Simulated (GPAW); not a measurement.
# Core-hole calculation of the O K edge in TaO2 (P4_2/mnm), part 3 of 3

What does one-electron theory with a core hole give for the O K edge of TaO2 (P4_2/mnm)?

GPAW 26.7.0; X-ray absorption from dipole matrix elements to empty bands, plane-wave PAW LDA.

So far. Step 5 (Spectrum with XCH, O atom 3): Main maxima below 24 eV (height): 1.4 eV (1.36), 5.1 eV (2.22), 10.7 eV (1.28) and 19.7 eV (0.77).  Step 5 (Spectrum with XCH, O atom 3): The total-energy difference is 535.16 eV. One term is added: -8.83 eV, since the hole is spin-paired here and a spin-polarised one costs that much less in the free atom (computed apart). The photon energy is then 526.33 eV.

## 7. Spectrum with XCH, O atom 3

A smaller cell brings the holes closer; here they are 2.9 Å apart.

Changed against the first core-hole run: supercell atoms from 12 to 6; the field's mesh follows (5×5×5 to 8×5×5).

xas.py

```python
import numpy as np
from ase import Atoms
from ase.parallel import parprint, paropen
from gpaw import GPAW, PW, FermiDirac, Mixer, MixerDif, setup_paths
from gpaw.test import gen
setup_paths.insert(0, '.')
gen('O', name='fch1s', xcname='LDA', corehole=(1, 0, 1), write_xml=True)
from gpaw.mpi import world
world.barrier()

atoms = Atoms('Ta2O4',
    cell=[[0, 0, 2.876101],
     [5.007146, 0, 0],
     [0, 5.007146, 0]],
    scaled_positions=[[0, 0.5, 0.5],
     [0.5, 0, 0],
     [0, 0.785276, 0.785276],
     [0, 0.214724, 0.214724],
     [0.5, 0.285276, 0.714724],
     [0.5, 0.714724, 0.285276]],
    pbc=True)
atoms.calc = calc = GPAW(legacy_gpaw=True, mode=PW(500, force_complex_dtype=True), xc='LDA', setups={2: 'fch1s'},
    kpts={'size': (8, 5, 5), 'gamma': True}, occupations=FermiDirac(0.1),
    charge=-1, mixer=Mixer(0.1, 5, 50), maxiter=150,
    convergence={'density': 0.0001, 'eigenstates': 1e-6}, txt='scf.txt')
energy = atoms.get_potential_energy() + calc.get_reference_energy()
ef = calc.get_fermi_level()
out = dict(energy=energy, fermi=ef, forces=atoms.get_forces().tolist())
parprint(f'all-electron energy {energy:.4f} eV, Fermi level {ef:.4f} eV')
ev = np.array([[calc.get_eigenvalues(k, s) for k in range(len(calc.get_ibz_k_points()))] for s in range(calc.get_number_of_spins())])
out['homo'], out['lumo'], out['counts'] = ev[ev < ef].max(), ev[ev > ef].min(), sorted(set((ev < ef).sum((0, 2)).tolist()))
out['filled'] = (ev[:, 0] < ef).sum(1).tolist()

from ase.units import Ha
from gpaw.xas import dipole_matrix_elements
nb = int(calc.get_number_of_electrons() / 2) + 56
top, nb = nb, nb + 8 + nb // 12
nscf = calc.fixed_density(kpts={'size': (10, 6, 6), 'gamma': True}, nbands=nb,
    convergence={'bands': top, 'eigenstates': 5e-3}, maxiter=60, txt='nscf.txt')
cell = atoms.cell.array
ops = [cell.T @ U.T @ np.linalg.inv(cell.T) for U in nscf.wfs.kd.symmetry.op_scc]
E = np.arange(-6, 34, 0.1)
fwhm = np.interp(E, [4, 25], [0.9, 3.5])
Y, X, zero, highest = 0, 0, 1e9, 1e9
for spin in range(nscf.get_number_of_spins()):
    wfs = nscf.wfs
    mine = wfs.bd.get_slice()  # this rank's bands
    A = dipole_matrix_elements(wfs.setups[2])
    eps = np.zeros((wfs.kd.nibzkpts, nb))
    d = np.zeros((3, A.shape[1], wfs.kd.nibzkpts, nb), complex)
    for kpt in wfs.kpt_u:
        if kpt.s == spin and 2 in kpt.P_ani:
            eps[kpt.k, mine] = kpt.eps_n * Ha
            d[:, :, kpt.k, mine] = (kpt.weight * wfs.nspins / 2) ** 0.5 * np.inner(A, kpt.P_ani[2])
    world.sum(eps)
    world.sum(d)
    T = np.einsum('amkn,bmkn->abkn', d, d.conj()).real
    T = sum(np.einsum('ai,ijkn,bj->abkn', R, T, R) for R in ops) / len(ops)
    empty = eps > ef
    zero, highest = min(zero, eps[empty].min()), min(highest, eps[:, top - 1].min())
    lines = [(eps, T, empty)] if spin == 0 else lines + [(eps, T, empty)]
for eps, T, empty in lines:
    f = np.einsum('aakn->akn', T).reshape(3, -1)
    x = eps.ravel() - zero
    w = np.interp(x, E, fwhm) / 2.35482
    g = np.exp(-0.5 * ((E[:, None] - x) / w) ** 2) / (w * (2 * np.pi) ** 0.5)
    Y = Y + (f * empty.ravel()) @ g.T
    X = X + (f * ~empty.ravel()) @ g.T
out.update(E=E.round(2).tolist(), xas=Y.tolist(), xes=X.tolist(), zero=zero, valid=highest - zero, nk=len(eps), nb=nb)
for i in range(0, len(E), 10):
    parprint(f'{E[i]:7.2f}', *(f'{v:10.3e}' for v in Y[:, i]))
import json
with paropen('out.json', 'w') as f:
    json.dump(out, f)
```

Launch:

```sh
> OMP_NUM_THREADS=1 mpirun -n 4 gpaw python xas.py
```

Numbers of over 12 decimals in the logs are rounded to 6 here.

The log of the run:

```text
Input parameters:
  charge: -1
  convergence: {density: 0.0001,
                eigenstates: 1e-06}
  kpts: {gamma: True,
         size: (8, 5, 5)}
  maxiter: 150
  mixer: {backend: pulay,
          beta: 0.1,
          method: separate,
          nmaxold: 5,
          weight: 50}
  mode: {ecut: 500.0,
         force_complex_dtype: True,
         name: pw}
  occupations: {fixmagmom: False,
[...]
*p    :    -0.067100
*d    :     0.000000
--------------------------------

Diagonalizing with gridspacing h=0.050

state   all-electron     PAW
-------------------------------
2s:      -1.594915    -1.596334
2p:      -1.067100    -1.073375
*d:                   -0.060686
*f:                   -0.013559
-------------------------------
all-electron energy -855481.0948 eV, Fermi level 9.2659 eV
[...]
32.00  9.946e-05  9.946e-05  9.333e-05
  33.00  8.637e-05  8.637e-05  8.357e-05
[key lines of the parts left out:]
Converged after 15 iterations.
Dipole moment: (0.305275, 0.305275, 0.000000) |e|*Ang
Free energy:    -75.542598
Fermi level: 9.26588
```

It took 42 s on 4 MPI ranks of Intel Xeon Platinum 8488C (Sapphire Rapids), shared host; peak memory 0.33 GiB.

These settings depart from the first run's and aren't meant as converged.

The scaled spectrum changes by 14 % r.m.s. Another feature, at 6.7 eV (2.21), becomes the highest below 16 eV; the one at 5.1 eV (2.22) is now at 4.7 eV (2.04).

```tsv
E (eV)	first run	this run
-2.0	0.00	0.00
-0.5	0.10	0.07
1.0	1.19	1.37
2.5	0.57	0.83
4.0	1.12	1.37
5.5	2.09	1.72
7.0	1.90	2.12
8.5	1.17	1.07
10.0	1.16	1.35
11.5	1.10	0.85
13.0	0.65	0.53
14.5	0.41	0.35
16.0	0.33	0.34
17.5	0.47	0.55
19.0	0.73	0.78
20.5	0.73	0.69
22.0	0.57	0.54
23.5	0.49	0.48
25.0	0.54	0.56
26.5	0.74	0.79
28.0	0.99	1.02
29.5	1.17	1.24
31.0	1.38	1.51
```

## 8. What the core hole does

Both curves are counted from their own zero, so only the shift of weight within the empty states shows.

```tsv
E (eV)	no hole	XCH
-2.0	0.00	0.00
-1.0	0.00	0.00
0.0	0.45	0.54
1.0	0.82	1.19
2.0	1.56	0.99
3.0	0.82	0.59
4.0	0.53	1.12
5.0	1.19	2.21
6.0	1.46	1.94
7.0	1.48	1.90
8.0	1.74	1.42
9.0	1.47	1.04
10.0	1.36	1.16
11.0	1.52	1.25
12.0	1.41	0.91
13.0	1.05	0.65
14.0	0.73	0.47
15.0	0.50	0.36
16.0	0.36	0.33
17.0	0.33	0.40
18.0	0.40	0.56
19.0	0.54	0.73
20.0	0.66	0.77
21.0	0.65	0.68
22.0	0.56	0.57
23.0	0.47	0.50
24.0	0.42	0.49
25.0	0.40	0.54
26.0	0.42	0.66
27.0	0.50	0.83
28.0	0.61	0.99
29.0	0.72	1.11
30.0	0.81	1.23
31.0	0.93	1.38
32.0	1.11	1.49
```

With each curve scaled to its own mean, the area from −2 to 6 eV with the hole is 7.6 against 6.2, and the centre of weight from −1 to 20 eV moves by -0.4 eV: the hole pulls the absorber's empty states down.

## 9. What came out

| Property | Result |
| --- | --- |
| absorber and edge | O K, atom 3 of the ground-state input (counted from 1) |
| surroundings | 1 Ta at 2.02 Å and 2 Ta at 2.09 Å (distorted trigonal planar, site symmetry m2m) |
| highest intensity below 16 eV | 5.1 eV above the zero, height 2.22 |
| photon energy of the zero, with the added terms | 526.3 eV (raw 535.2 eV; LDA puts this hole about 4 eV below PBE, itself good to a few eV) |

**Reading.** The O K edge of atom 3, with 1 Ta at 2.02 Å and 2 Ta at 2.09 Å (distorted trigonal planar, site symmetry m2m), has its highest intensity of the first 16 eV at 5.1 eV above the zero, near 531 eV in photon energy (LDA puts this hole about 4 eV below PBE, itself good to a few eV), 2.2 times the mean level of the first 20 eV (Gaussian full width 0.9 eV up to 4 eV, rising linearly to 3.5 eV at 25 eV). With each curve scaled to its own mean, the area from −2 to 6 eV with the hole is 7.6 against 6.2, and the centre of weight from −1 to 20 eV moves by -0.4 eV: the hole pulls the absorber's empty states down. A cell with holes 2.9 Å apart changes the curve by 14 % r.m.s. (12 % after the best shift). At the O K edge of atom 3 polarisation matters most near 4.5 eV, where the curves differ by 2.0 on this scale. The unit cell's mesh shows no gap over 0.35 eV. That is right for a metallic compound; for a small-gap or correlated insulator it would be the fault of the functional or of the assumed magnetic order, and the hole would be screened too well. The holes are only 5.8 Å apart, so the shape is probably not converged with cell size; no larger cell was run here. The mesh is coarse (0.23 Å⁻¹ between points), so small maxima may be mesh ripples. Lifetime broadening is put in by hand, and intensities beyond about 20 eV depend on it and on the partial waves; weight that the partial waves miss at high energy is lost. The structure is a computed Materials Project entry and may be a hypothetical form.

[Banner, clock and machine lines of the logs are left out without a mark of their own.]

[Logs are printed without paths, hosts, clocks, repeated set-up lines and the standing remarks that a program may print on its own settings, such as how far it seeks lower states.]

[Hosts, paths, dates, database ids (printed as entryN), source tags and the programs' standing remarks are cut or masked in the printed files.]

[Lists of maxima count a maximum above −3 eV only where it reaches 4 % of the highest in the window and stands out from its surroundings by 2 % of it (1.5 % where it reaches 55 %); shoulders and weaker maxima are passed over, and of the rest the first, up to two pre-edge ones and the few strongest are named.]
